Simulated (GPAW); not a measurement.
# Core-hole calculation of the S K edge in ZrS (Fm-3m), part 2 of 3

How does the S K edge of ZrS (Fm-3m) move when the bonds are compressed or stretched?

GPAW 26.7.0; X-ray absorption from dipole matrix elements to empty bands, plane-wave PAW LDA.

So far. Step 2 (Ground state of the crystal): The mesh shows no gap, so the system is treated as a metal and the core electron is put at the Fermi level (neutral cell).

The database entry behind the starting cell differs from later determinations by our own check (an axis about 1.9 % long against later determinations), so it need not match the best structure at ambient conditions.

**4. Spectrum with XCH, S atom 2**

The holes are 6.4 Å apart. In GPAW the data set carries the hole's charge, so charge=0 means a charged cell and charge=-1 a neutral one. The excited electron is kept in the cell, where it fills the lowest empty states and screens the hole. After the field has converged, empty bands are computed with the density fixed and the dipole matrix elements are summed.

The absorber has 6 Zr at 2.62 Å (octahedral, site symmetry m-3m).

Input file xas.py:

```python
import numpy as np
from ase import Atoms
from ase.parallel import parprint, paropen
from gpaw import GPAW, PW, FermiDirac, Mixer, MixerDif, setup_paths
from gpaw.test import gen
setup_paths.insert(0, '.')
gen('S', name='fch1s', xcname='LDA', corehole=(1, 0, 1), write_xml=True)
from gpaw.mpi import world
world.barrier()

atoms = Atoms('Zr6S6',
    cell=[[2.625, 5.25, 2.625],
     [5.25, -2.625, -2.625],
     [2.625, 2.625, -5.25]],
    scaled_positions=[[0, 0, 0],
     [0.5, 0.16666667, 0.16666667],
     [0, 0.33333333, 0.33333333],
     [0.5, 0.5, 0.5],
     [0, 0.66666667, 0.66666667],
     [0.5, 0.83333333, 0.83333333],
     [0.75, 0.25, 0.75],
     [0.25, 0.41666667, 0.91666667],
     [0.75, 0.58333333, 0.08333333],
     [0.25, 0.75, 0.25],
     [0.75, 0.91666667, 0.41666667],
     [0.25, 0.08333333, 0.58333333]],
    pbc=True)
atoms.calc = calc = GPAW(legacy_gpaw=True, mode=PW(430), xc='LDA', setups={6: 'fch1s'},
    kpts={'size': (3, 3, 3), 'gamma': True}, occupations=FermiDirac(0.1),
    charge=-1, mixer=Mixer(0.1, 5, 50), maxiter=150,
    convergence={'density': 0.0001}, txt='scf.txt')
energy = atoms.get_potential_energy() + calc.get_reference_energy()
ef = calc.get_fermi_level()
out = dict(energy=energy, fermi=ef, forces=atoms.get_forces().tolist())
parprint(f'all-electron energy {energy:.4f} eV, Fermi level {ef:.4f} eV')
ev = np.array([[calc.get_eigenvalues(k, s) for k in range(len(calc.get_ibz_k_points()))] for s in range(calc.get_number_of_spins())])
out['homo'], out['lumo'], out['counts'] = ev[ev < ef].max(), ev[ev > ef].min(), sorted(set((ev < ef).sum((0, 2)).tolist()))
out['filled'] = (ev[:, 0] < ef).sum(1).tolist()

from ase.units import Ha
from gpaw.xas import dipole_matrix_elements
nb = int(calc.get_number_of_electrons() / 2) + 162
top, nb = nb, nb + 8 + nb // 12
nscf = calc.fixed_density(kpts={'size': (4, 4, 4), 'gamma': True}, nbands=nb,
    convergence={'bands': top, 'eigenstates': 1e-5}, maxiter=60, txt='nscf.txt')
cell = atoms.cell.array
ops = [cell.T @ U.T @ np.linalg.inv(cell.T) for U in nscf.wfs.kd.symmetry.op_scc]
E = np.arange(-6, 34, 0.1)
fwhm = np.interp(E, [4, 25], [0.9, 3.5])
Y, X, zero, highest = 0, 0, 1e9, 1e9
for spin in range(nscf.get_number_of_spins()):
    wfs = nscf.wfs
    A = dipole_matrix_elements(wfs.setups[6])
    eps = np.zeros((wfs.kd.nibzkpts, nb))
    d = np.zeros((3, A.shape[1], wfs.kd.nibzkpts, nb), complex)
    for kpt in wfs.kpt_u:
        if kpt.s == spin and 6 in kpt.P_ani:
            eps[kpt.k] = kpt.eps_n * Ha
            d[:, :, kpt.k] = (kpt.weight * wfs.nspins / 2) ** 0.5 * np.inner(A, kpt.P_ani[6])
    world.sum(eps)
    world.sum(d)
    T = np.einsum('amkn,bmkn->abkn', d, d.conj()).real
    T = sum(np.einsum('ai,ijkn,bj->abkn', R, T, R) for R in ops) / len(ops)
    empty = eps > ef
    zero, highest = min(zero, eps[empty].min()), min(highest, eps[:, top - 1].min())
    lines = [(eps, T, empty)] if spin == 0 else lines + [(eps, T, empty)]
for eps, T, empty in lines:
    f = np.einsum('aakn->akn', T).reshape(3, -1)
    x = eps.ravel() - zero
    w = np.interp(x, E, fwhm) / 2.35482
    g = np.exp(-0.5 * ((E[:, None] - x) / w) ** 2) / (w * (2 * np.pi) ** 0.5)
    Y = Y + (f * empty.ravel()) @ g.T
    X = X + (f * ~empty.ravel()) @ g.T
out.update(E=E.round(2).tolist(), xas=Y.tolist(), xes=X.tolist(), zero=zero, valid=highest - zero, nk=len(eps), nb=nb)
for i in range(0, len(E), 10):
    parprint(f'{E[i]:7.2f}', *(f'{v:10.3e}' for v in Y[:, i]))
import json
with paropen('out.json', 'w') as f:
    json.dump(out, f)
```

Started as:

```console
$ OMP_NUM_THREADS=1 mpirun -n 2 gpaw python xas.py
```

Numbers of over 12 decimals in the logs are rounded to 6 here.

Output:

```text
Input parameters:
  charge: -1
  convergence: {density: 0.0001}
  kpts: {gamma: True,
         size: (3, 3, 3)}
  maxiter: 150
  mixer: {backend: pulay,
          beta: 0.1,
          method: separate,
          nmaxold: 5,
          weight: 50}
  mode: {ecut: 430.0,
         name: pw}
  occupations: {fixmagmom: False,
                name: fermi-dirac,
                width: 0.1}
  setups: {6: fch1s}

Initialize ...

[... PAW data sets ...]

Reference energy: -649181.849968  # eV

Spin-paired calculation

[... convergence settings ...]
Symmetries present (total): 2
  [... symmetry matrices ...]

27 k-points: 3 x 3 x 3 Monkhorst-Pack grid
10 k-points in the irreducible part of the Brillouin zone
       k-points in crystal coordinates                weights
   0:     0.00000000    0.00000000    0.00000000          1/27
   1:     0.00000000    0.33333333   -0.33333333          2/27
   2:     0.00000000    0.33333333    0.00000000          4/27
   3:     0.00000000    0.33333333    0.33333333          2/27
   4:     0.33333333   -0.33333333    0.33333333          2/27
   5:     0.33333333    0.00000000    0.00000000          2/27
   6:     0.33333333    0.00000000    0.33333333          4/27
   7:     0.33333333    0.33333333   -0.33333333          2/27
   8:     0.33333333    0.33333333    0.00000000          4/27
   9:     0.33333333    0.33333333    0.33333333          4/27

Wave functions: Plane wave expansion
  Cutoff energy: 430.000 eV
  Number of coefficients (min, max): 4363, 4427
  Pulay-stress correction: 0.000000 eV/Ang^3 (de/decut=0.000000)
  Using FFTW library
  Wavefunction extrapolation:
    Improved wavefunction reuse through dual PAW basis

Occupation numbers: Fermi-Dirac:
  width: 0.1000  # eV

Eigensolver
   Davidson(niter=2)

Densities:
  Coarse grid: 32*32*32 grid
  Fine grid: 64*64*64 grid
  Total Charge: 0.000000

Density mixing:
  Method: separate
  Backend: pulay
  Linear mixing parameter: 0.1
  old densities: 5
  Width of damping distribution: 1.1
  Damping of long wavelength oscillations: 50

[... Hamiltonian set-up ...]
Number of atoms: 12
Number of atomic orbitals: 102
Number of bands in calculation: 70
Number of valence electrons: 109
Bands to converge: occupied

... initialized

Initializing position-dependent things.

Density initialized from atomic densities
Creating initial wave functions:
  70 bands from LCAO basis set

               Zr     S

       Zr              S
               S
                      Zr    S
              Zr    S

                      S     Zr
                    Zr

Atomic positions and initial magnetic moments

Positions:
   0 Zr     0.000000    0.000000    0.000000    ( 0.0000,  0.0000,  0.0000)
   1 Zr     2.625000    2.625000   -0.000000    ( 0.0000,  0.0000,  0.0000)
   2 Zr     2.625000    0.000000   -2.625000    ( 0.0000,  0.0000,  0.0000)
   3 Zr     5.250000    2.625000   -2.625000    ( 0.0000,  0.0000,  0.0000)
   4 Zr     5.250000   -0.000000   -5.250000    ( 0.0000,  0.0000,  0.0000)
   5 Zr     7.875000    2.625000   -5.250000    ( 0.0000,  0.0000,  0.0000)
   6 S      5.250000    5.250000   -2.625000    ( 0.0000,  0.0000,  0.0000)
   7 S      5.250000    2.625000   -5.250000    ( 0.0000,  0.0000,  0.0000)
   8 S      5.250000    2.625000    0.000000    ( 0.0000,  0.0000,  0.0000)
   9 S      5.250000    0.000000   -2.625000    ( 0.0000,  0.0000,  0.0000)
  10 S      7.875000    2.625000   -2.625000    ( 0.0000,  0.0000,  0.0000)
  11 S      2.625000    2.625000   -2.625000    ( 0.0000,  0.0000,  0.0000)

Unit cell:
           periodic     x           y           z      points  spacing
  1. axis:    yes    2.625000    5.250000    2.625000    32     0.1894
  2. axis:    yes    5.250000   -2.625000   -2.625000    32     0.1664
  3. axis:    yes    2.625000    2.625000   -5.250000    32     0.1664

  Lengths:   6.429911   6.429911   6.429911
  Angles:   60.000000  80.405932  99.594068

Effective grid spacing dv^(1/3) = 0.1878

iter:   1  -108.331407
iter:   2  -107.248660   -0.53  -1.33
iter:   3  -105.559216   -0.65  -1.40
iter:   4  -105.587185   -1.62  -1.65
iter:   5  -105.625106   -1.66  -1.68
iter:   6  -105.717975   -1.64  -2.01
iter:   7  -105.581621   -1.97  -2.15
iter:   8  -105.585176   -2.54  -2.31
iter:   9  -105.579837c  -2.92  -2.62
iter:  10  -105.577574c  -3.94  -2.99
iter:  11  -105.577647c  -3.81  -3.19
iter:  12  -105.577365c  -4.65  -3.38
iter:  13  -105.577349c  -4.92  -3.58
iter:  14  -105.577364c  -5.43  -3.84
iter:  15  -105.577352c  -5.63  -3.90
iter:  16  -105.577357c  -6.02  -4.01c
iter:  17  -105.577344c  -6.45  -4.28c
iter:  18  -105.577333c  -6.48  -4.39c
iter:  19  -105.577335c  -6.84  -4.59c
iter:  20  -105.577332c  -7.46c -4.62c

Converged after 20 iterations.

Dipole moment: (-0.015851, 0.331930, -0.015851) |e|*Ang

Energy contributions relative to reference atoms: (reference = -649181.849968)

Kinetic:        +42.609504
Potential:      -44.098671
External:        +0.000000
XC:            -105.170637
Entropy (-ST):   -0.317476
Local:           +1.241210
SIC:             +0.000000
--------------------------
Free energy:   -105.736070
Extrapolated:  -105.577332

Showing only first 2 kpts
 Kpt  Band  Eigenvalues  Occupancy
  0    52     10.31596    1.99902
  0    53     10.41851    1.99727
  0    54     10.50619    1.99346
  0    55     11.03089    1.23175

  1    52     10.50241    1.99370
  1    53     10.97690    1.46683
  1    54     11.44830    0.04816
[...]
Fermi level: 11.07810

No gap
No difference between direct/indirect transitions

Forces in eV/Ang:
  0 Zr   -0.08551    0.56467   -0.08551
  1 Zr    0.05486    0.03541   -0.62133
  2 Zr   -0.05486   -0.03541    0.62133
  3 Zr    0.08551   -0.56467    0.08551
  4 Zr    0.62133   -0.03541   -0.05486
  5 Zr   -0.62133    0.03541    0.05486
  6 S    -0.00000   -0.00000   -0.00000
  7 S     0.17472   -0.00000   -0.17472
  8 S     0.01388   -0.00000   -0.01388
  9 S    -0.00000    0.00000   -0.00000
 10 S    -0.01388   -0.00000    0.01388
 11 S    -0.17472   -0.00000    0.17472
Scalar-relativistic atomic LDA calculation for S (Sulfur, Z=16)
Core hole in 1s state (1s occupation: 1.0)
450 radial gridpoints.
|------------------------------------------------|
|------------------------------------------------|
[... the atom generator's iteration count ...]

Energy contributions:
-------------------------
Kinetic:     +307.027779
XC:           -20.036781
Potential:   -593.463960
-------------------------
Total:       -306.472962

state      eigenvalue         ekin         rmax
-----------------------------------------------
1s^1.0 :   -94.587655   125.271961        0.063
2s^2.0 :    -9.346963    20.537295        0.374
2p^6.0 :    -7.528664    20.376522        0.303
3s^2.0 :    -1.141348     3.532854        1.290
3p^4.0 :    -0.722112     2.839097        1.384
-----------------------------------------------
(units: Bohr and Hartree)

Generating PAW setup
Kinetic energy of the core from tauc = 289.375410
Cutoffs:
rc(s)=1.840
rc(p)=1.850
rc(d)=1.700
rc(vbar)=1.720
rc(comp)=1.430
rc(nct)=1.850

Kinetic energy of the core states: 288.605682
Charge: 1.0
Core electrons: 9.0
Valence electrons: 6.0
Pseudo-core charge: 0.024693
Shape function alpha=4.890
Pseudo-electron charge 6.344591
state    eigenvalue         norm
--------------------------------
3s(2) :    -1.141348     1.235204
*s    :    -0.141348
3p(4) :    -0.722112     0.962372
*p    :     0.277888
*d    :     0.000000
--------------------------------

Diagonalizing with gridspacing h=0.050

state   all-electron     PAW
-------------------------------
3s:      -1.141348    -1.142157
3p:      -0.722112    -0.722797
*d:                   -0.153507
*f:                   -0.016109
-------------------------------
all-electron energy -649287.4273 eV, Fermi level 11.0781 eV
[...]
31.00  2.417e-06  2.426e-06  2.417e-06
  32.00  1.969e-06  1.963e-06  1.969e-06
  33.00  1.802e-06  1.787e-06  1.802e-06
```

The job ended after 9.4 min (2 MPI ranks of Intel Xeon Platinum 8259CL at 2.50GHz (Skylake/Cascade Lake), shared host; peak memory 0.63 GiB).

The S K spectrum, S atom 2, excited-electron core hole (neutral cell) (energy from the lowest empty level; intensity scaled to a mean of 1 over the first 20 eV):

```csv
E (eV),intensity
-2.0,0.00
-1.4,0.00
-0.8,0.02
-0.2,0.27
0.4,0.92
1.0,1.35
1.6,1.54
2.2,1.18
2.8,0.96
3.4,1.03
4.0,1.24
4.6,1.51
5.2,1.52
5.8,1.39
6.4,1.74
7.0,1.85
7.6,1.46
8.2,1.20
8.8,0.98
9.4,0.75
10.0,0.60
10.6,0.56
11.2,0.64
11.8,0.79
12.4,0.82
13.0,0.71
13.6,0.60
14.2,0.60
14.8,0.64
15.4,0.69
16.0,0.76
16.6,0.85
17.2,0.92
17.8,0.93
18.4,0.87
19.0,0.78
19.6,0.69
20.2,0.65
20.8,0.65
21.4,0.68
22.0,0.74
22.6,0.79
23.2,0.82
23.8,0.83
24.4,0.86
25.0,0.93
25.6,1.05
26.2,1.21
26.8,1.37
27.4,1.48
28.0,1.52
28.6,1.47
29.2,1.36
29.8,1.20
30.4,1.04
31.0,0.89
31.6,0.78
```

Main maxima below 24 eV (height): 1.5 eV (1.55), 4.9 eV (1.58), 6.8 eV (1.90), 12.2 eV (0.83) and 17.6 eV (0.94). A K edge sees empty p states; the first features are S p mixed into the empty d states of the Zr neighbours, and the broad ones above probably into the cations' higher empty bands.

The total-energy difference is 2475.30 eV. One term is added: -16.82 eV, since the hole is spin-paired here and a spin-polarised one costs that much less in the free atom (computed apart). The photon energy is then 2458.48 eV. The functional leaves an error in such absolute values: in the free atom LDA prices this hole 9.1 eV below PBE (computed apart), and PBE is itself good to a few eV.

**5. Supercell without a hole, the energy reference**

The cell changes for the next run, so it gets a reference energy of its own.

The cell differs from the one that the last finished run ended in (a 6.430 → 6.231 Å, b 6.430 → 6.231 Å, c 6.430 → 6.231 Å).

Input file scf.py:

```python
import numpy as np
from ase import Atoms
from ase.parallel import parprint, paropen
from gpaw import GPAW, PW, FermiDirac, Mixer, MixerDif, setup_paths
from gpaw.test import gen
setup_paths.insert(0, '.')
gen('S', name='nch1s', xcname='LDA', corehole=(1, 0, 0), write_xml=True)
from gpaw.mpi import world
world.barrier()

atoms = Atoms('Zr6S6',
    cell=[[2.54376178, 5.08752357, 2.54376178],
     [5.08752357, -2.54376178, -2.54376178],
     [2.54376178, 2.54376178, -5.08752357]],
    scaled_positions=[[0, 0, 0],
     [0.5, 0.16666667, 0.16666667],
     [0, 0.33333333, 0.33333333],
     [0.5, 0.5, 0.5],
     [0, 0.66666667, 0.66666667],
     [0.5, 0.83333333, 0.83333333],
     [0.75, 0.25, 0.75],
     [0.25, 0.41666667, 0.91666667],
     [0.75, 0.58333333, 0.08333333],
     [0.25, 0.75, 0.25],
     [0.75, 0.91666667, 0.41666667],
     [0.25, 0.08333333, 0.58333333]],
    pbc=True)
atoms.calc = calc = GPAW(legacy_gpaw=True, mode=PW(430), xc='LDA', setups={6: 'nch1s'},
    kpts={'size': (3, 3, 3), 'gamma': True}, occupations=FermiDirac(0.1),
    charge=0, mixer=Mixer(0.1, 5, 50), maxiter=150,
    convergence={'density': 0.0001}, txt='scf.txt')
energy = atoms.get_potential_energy() + calc.get_reference_energy()
ef = calc.get_fermi_level()
out = dict(energy=energy, fermi=ef, forces=atoms.get_forces().tolist())
parprint(f'all-electron energy {energy:.4f} eV, Fermi level {ef:.4f} eV')
ev = np.array([[calc.get_eigenvalues(k, s) for k in range(len(calc.get_ibz_k_points()))] for s in range(calc.get_number_of_spins())])
out['homo'], out['lumo'], out['counts'] = ev[ev < ef].max(), ev[ev > ef].min(), sorted(set((ev < ef).sum((0, 2)).tolist()))
out['filled'] = (ev[:, 0] < ef).sum(1).tolist()
import json
with paropen('out.json', 'w') as f:
    json.dump(out, f)
```

Started as:

```console
$ OMP_NUM_THREADS=1 mpirun -n 2 gpaw python scf.py
```

Output:

```text
Input parameters:
  convergence: {density: 0.0001}
  kpts: {gamma: True,
         size: (3, 3, 3)}
  maxiter: 150
  mixer: {backend: pulay,
          beta: 0.1,
          method: separate,
          nmaxold: 5,
          weight: 50}
  mode: {ecut: 430.0,
         name: pw}
  occupations: {fixmagmom: False,
                name: fermi-dirac,
                width: 0.1}
  setups: {6: nch1s}

Initialize ...

[...]
3s(2) :    -0.634959     1.191395
*s    :     0.365041
3p(4) :    -0.261139     0.997058
*p    :     0.738861
*d    :     0.000000
--------------------------------

Diagonalizing with gridspacing h=0.050

state   all-electron     PAW
-------------------------------
3s:      -0.634959    -0.635587
3p:      -0.261139    -0.261554
*d:                    0.043150
*f:                    0.074695
-------------------------------
all-electron energy -651763.1654 eV, Fermi level 12.2738 eV
[key lines of the parts left out:]
Converged after 21 iterations.
Dipole moment: (0.000000, -0.000000, 0.000000) |e|*Ang
Free energy:    -96.417531
Fermi level: 12.27383
```

The job ended after 87 s (2 MPI ranks; peak memory 0.29 GiB; 2.9 min of CPU time).

Reference energy: -651763.165 eV with the cores included.

**6. Spectrum with XCH, S atom 2**

Shorter bonds are expected to push antibonding states and scattering resonances up, and longer ones down; the cell is scaled to test that.

Changed against the first core-hole run: volume scale from 1 to 0.91.

Edit xas.py of step 4 so:

```diff
@@ -11,5 +11,5 @@
 atoms = Atoms('Zr6S6',
-    cell=[[2.625, 5.25, 2.625],
-     [5.25, -2.625, -2.625],
-     [2.625, 2.625, -5.25]],
+    cell=[[2.54376178, 5.08752357, 2.54376178],
+     [5.08752357, -2.54376178, -2.54376178],
+     [2.54376178, 2.54376178, -5.08752357]],
     scaled_positions=[[0, 0, 0],
@@ -41,3 +41,3 @@
 from gpaw.xas import dipole_matrix_elements
-nb = int(calc.get_number_of_electrons() / 2) + 162
+nb = int(calc.get_number_of_electrons() / 2) + 150
 top, nb = nb, nb + 8 + nb // 12
```

Started as:

```console
$ OMP_NUM_THREADS=1 mpirun -n 2 gpaw python xas.py
```

Output:

```text
Input parameters:
  charge: -1
  convergence: {density: 0.0001}
  kpts: {gamma: True,
         size: (3, 3, 3)}
  maxiter: 150
  mixer: {backend: pulay,
          beta: 0.1,
          method: separate,
          nmaxold: 5,
          weight: 50}
  mode: {ecut: 430.0,
         name: pw}
  occupations: {fixmagmom: False,
                name: fermi-dirac,
                width: 0.1}
  setups: {6: fch1s}

Initialize ...

[...]
*p    :     0.277888
*d    :     0.000000
--------------------------------

Diagonalizing with gridspacing h=0.050

state   all-electron     PAW
-------------------------------
3s:      -1.141348    -1.142157
3p:      -0.722112    -0.722797
*d:                   -0.153507
*f:                   -0.016109
-------------------------------
all-electron energy -649287.8468 eV, Fermi level 12.3498 eV
[...]
32.00  3.138e-06  3.171e-06  3.138e-06
  33.00  2.425e-06  2.440e-06  2.425e-06
[key lines of the parts left out:]
Converged after 19 iterations.
Dipole moment: (-0.016820, 0.298874, -0.016820) |e|*Ang
Free energy:   -106.136411
Fermi level: 12.34977
```

Wall time 8.7 min (2 MPI ranks); peak memory 0.58 GiB; 17 min of CPU time.

```csv
E (eV),first run,this run
-2.0,0.00,0.00
-1.0,0.00,0.00
0.0,0.47,0.42
1.0,1.35,1.18
2.0,1.33,1.44
3.0,0.96,0.87
4.0,1.24,0.90
5.0,1.57,1.33
6.0,1.46,1.48
7.0,1.85,1.65
8.0,1.26,1.57
9.0,0.90,1.14
10.0,0.60,0.90
11.0,0.60,0.70
12.0,0.82,0.76
13.0,0.71,0.88
14.0,0.59,0.68
15.0,0.66,0.57
16.0,0.76,0.65
17.0,0.91,0.75
18.0,0.92,0.88
19.0,0.78,0.91
20.0,0.66,0.80
21.0,0.66,0.67
22.0,0.74,0.62
23.0,0.81,0.65
24.0,0.84,0.72
25.0,0.93,0.76
26.0,1.15,0.82
27.0,1.41,0.97
28.0,1.52,1.24
29.0,1.40,1.49
30.0,1.15,1.56
31.0,0.89,1.42
```

The scaled spectrum changes by 17 % r.m.s. The highest intensity below 16 eV goes from 6.8 eV (1.90) to 7.5 eV (1.80).

The photon energy of the zero moves by +0.02 eV.

**7. Reference energy of the supercell**

The cell changes for the next run, so it gets a reference energy of its own.

The cell differs from the one that the last finished run ended in (a 6.231 → 6.299 Å, b 6.231 → 6.299 Å, c 6.231 → 6.299 Å).

Edit scf.py of step 5 so:

```diff
@@ -11,5 +11,5 @@
 atoms = Atoms('Zr6S6',
-    cell=[[2.54376178, 5.08752357, 2.54376178],
-     [5.08752357, -2.54376178, -2.54376178],
-     [2.54376178, 2.54376178, -5.08752357]],
+    cell=[[2.57141354, 5.14282707, 2.57141354],
+     [5.14282707, -2.57141354, -2.57141354],
+     [2.57141354, 2.57141354, -5.14282707]],
     scaled_positions=[[0, 0, 0],
```

Started as:

```console
$ OMP_NUM_THREADS=1 mpirun -n 2 gpaw python scf.py
```

Output:

```text
Input parameters:
  convergence: {density: 0.0001}
  kpts: {gamma: True,
         size: (3, 3, 3)}
  maxiter: 150
  mixer: {backend: pulay,
          beta: 0.1,
          method: separate,
          nmaxold: 5,
          weight: 50}
  mode: {ecut: 430.0,
         name: pw}
  occupations: {fixmagmom: False,
                name: fermi-dirac,
                width: 0.1}
  setups: {6: nch1s}

Initialize ...

[...]
3s(2) :    -0.634959     1.191395
*s    :     0.365041
3p(4) :    -0.261139     0.997058
*p    :     0.738861
*d    :     0.000000
--------------------------------

Diagonalizing with gridspacing h=0.050

state   all-electron     PAW
-------------------------------
3s:      -0.634959    -0.635587
3p:      -0.261139    -0.261554
*d:                    0.043150
*f:                    0.074695
-------------------------------
all-electron energy -651763.2022 eV, Fermi level 11.8286 eV
[key lines of the parts left out:]
Converged after 23 iterations.
Dipole moment: (-0.000000, 0.000000, -0.000000) |e|*Ang
Free energy:    -96.459599
Fermi level: 11.82862
```

Elapsed: 84 s, on 2 MPI ranks; peak memory 0.3 GiB; 2.8 min of CPU time.

Reference energy: -651763.202 eV with the cores included.

(Continued in part 3 of 3.)

[Banner, clock and machine lines of the logs are left out without a mark of their own.]

[Logs are printed without paths, hosts, clocks, repeated set-up lines and the standing remarks that a program may print on its own settings, such as how far it seeks lower states.]

[Hosts, paths, dates, database ids (printed as entryN), source tags and the programs' standing remarks are cut or masked in the printed files.]

[Lists of maxima count a maximum above −3 eV only where it reaches 4 % of the highest in the window and stands out from its surroundings by 2 % of it (1.5 % where it reaches 55 %); shoulders and weaker maxima are passed over, and of the rest the first, up to two pre-edge ones and the few strongest are named.]
